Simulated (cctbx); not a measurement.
# Accept or mend?

Cell a = 15.9030 Å, b = 6.4690 Å, c = 7.3730 Å, α = 90.00°, β = 97.67°, γ = 90.00°; space group C2/c (no. 15). The compound is CeTm4Ir2.

The data are simulated with cctbx, not measured: Cu Kα, λ = 1.54184 Å, to d = 0.83 Å, 50 % of the full sphere, strongest reflection 5000 counts, noise from counting, a 1.5 % proportional error and a noise floor of 2 counts (s.d.); no absorption, and some extinction, which the refinements don't model.

An anisotropic refinement with weights 1/σ² prints:

```text
Rint 0.027, 640 unique reflections to 0.83 A
cycle     R1     wR2    GooF  max shift (A)
   1  0.0712  0.1497   3.783   0.00092
   2  0.0284  0.0594   1.501   0.00000
final R1 0.0284 wR2 0.0594 GooF 1.501  parameters 32  data/parameter 20.0
atom        x        y        z      Ueq    occ   su(xyz)  su(Uiso or U11)
Ir1    0.11055  0.28785  0.07922   0.0044  1.000  0.00010  0.0003
Tm1    0.21922  0.56726  0.32494   0.0125  1.000  0.00013  0.0004
Tm2    0.08924  0.12171  0.42137   0.0119  1.000  0.00013  0.0004
Ce1    0.00000  0.57571  0.25000   0.0027  1.000  0.00019  0.0006
difference map: max 2.89 min -2.49 rms 0.63
Q1    0.0000  0.3887  0.7500    4    2.99  0.23 A from Ce1
Q2    0.1133  0.2232  0.0553    8    2.85  0.46 A from Ir1
Q3    0.0118  0.4586  0.8035    8    2.82  0.47 A from Ce1
Q4    0.1250  0.3125  0.0833    8    2.22  0.28 A from Ir1
Q5    0.0324  0.3025  0.8910    8    1.98  1.35 A from Ce1
Q6    0.1895  0.0636  0.0305    8    1.93  1.68 A from Tm1
```

Q: Accept it or mend it, and why?

Mend it. The fault: dispersion terms of the wrong wavelength (0.71073 Å). Against the right model at the same level, R1 goes from 0.0182 to 0.0284 and GooF from 0.94 to 1.50, U of Ce1 shrinks from 0.0065 to 0.0027 Å², U of Tm2 swells from 0.0052 to 0.0119 Å² and U of Tm1 swells from 0.0059 to 0.0125 Å². f′ and f″ must be those of the data's wavelength; the error mimics a mistyped heavy atom. The signs are weak, and the output alone doesn't single this fault out.

The compound is CeTm4Ir2. The right model at the same level gives:

```text
Rint 0.027, 640 unique reflections to 0.83 A
cycle     R1     wR2    GooF  max shift (A)
   1  0.0183  0.0378   0.956   0.00015
   2  0.0182  0.0371   0.938   0.00000
final R1 0.0182 wR2 0.0371 GooF 0.938  parameters 32  data/parameter 20.0
atom        x        y        z      Ueq    occ   su(xyz)  su(Uiso or U11)
Ir1    0.11052  0.28795  0.07914   0.0050  1.000  0.00006  0.0002
Tm1    0.21921  0.56722  0.32492   0.0059  1.000  0.00008  0.0003
Tm2    0.08924  0.12176  0.42138   0.0052  1.000  0.00008  0.0002
Ce1    0.00000  0.57569  0.25000   0.0065  1.000  0.00012  0.0004
difference map: max 1.39 min -1.46 rms 0.37
Q1    0.0331  0.2977  0.8836    8    1.55  1.33 A from Ce1
Q2    0.1898  0.0600  0.0337    8    1.37  1.67 A from Tm1
Q3    0.0474  0.1560  0.1949    8    1.33  1.64 A from Ir1
Q4    0.0604  0.1601  0.9021    8    1.28  1.66 A from Ir1
Q5    0.1672  0.2136  0.3324    8    1.25  1.59 A from Tm2
Q6    0.1414  0.2483  0.5130    8    1.24  1.29 A from Tm2
```

The model was made for the exercise: a known structure type with other elements put in, its volume estimated, not relaxed; displacement parameters are assumed.

[Middle refinement cycles are left out of these outputs.]

[Logs are printed without paths, hosts, clocks, repeated set-up lines and the standing remarks that a program may print on its own settings, such as how far it seeks lower states.]
